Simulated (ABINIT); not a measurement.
Planning a run of ABINIT 10.8.3 on Cl (Cmce). The input:

```
acell 3*1.0 Angstrom
rprim 
  3.145000000000 -2.250000000000 0.000000000000
  3.145000000000 2.250000000000 0.000000000000
  0.000000000000 0.000000000000 8.210000000000
ntypat 1
znucl 17
natom 4
typat 1 1 1 1
xred 
  0.870000000000 0.130000000000 0.100000000000
  0.630000000000 0.370000000000 0.600000000000
  0.130000000000 0.870000000000 0.900000000000
  0.370000000000 0.630000000000 0.400000000000
pp_dirpath "pseudos"
pseudos "Cl.upf"
ecut 25
ngkpt 4 4 2
nshiftk 1
shiftk 0 0 0
kptopt 1
chksymbreak 0
istwfk *1
occopt 1
irdwfk 1
optdriver 4
nband 155
gwcalctyp 0
ecutsigx 25
symsigma 1
nkptgw 2
kptgw 
  0.5000000000 0.5000000000 0.0000000000
  0.0000000000 0.0000000000 0.0000000000
bdgw 
  13 16
  13 16
ecuteps 4.8
irdscr 1
ppmodel 1
indata_prefix "in"
outdata_prefix "out"
tmpdata_prefix "tmp"
```

```sh
OMP_NUM_THREADS=1 mpirun -n 4 abinit run.abi > log
```

Question: Estimate wall time and host memory on 4 MPI ranks of Arm Neoverse V1, shared host.

It took 36 s; on shared hardware allow 18 s to 72 s. Peak host memory was 2.0 GiB.

[Paths, hosts, dates, memory and timing lines, banners, echoed tables and standing remarks are left out of the program output.]

[Logs are printed without paths, hosts, clocks, repeated set-up lines and the standing remarks that a program may print on its own settings, such as how far it seeks lower states.]

[Runs of the session that timed out or met a known fault of the program may be left out.]

[Hosts, paths, dates, database ids (printed as entryN), source tags and the programs' standing remarks are cut or masked in the printed files.]

[G0W0 gaps are taken among the corrected bands and points alone; a level outside them can change the order at an edge.]

[Where Ansatz stands beside ABINIT at settings called matched, ABINIT's density can come from a denser mesh and the files from another edition; pairs whose starting gaps differed by over 0.03 eV were left out, so agreement reads better than it is.]
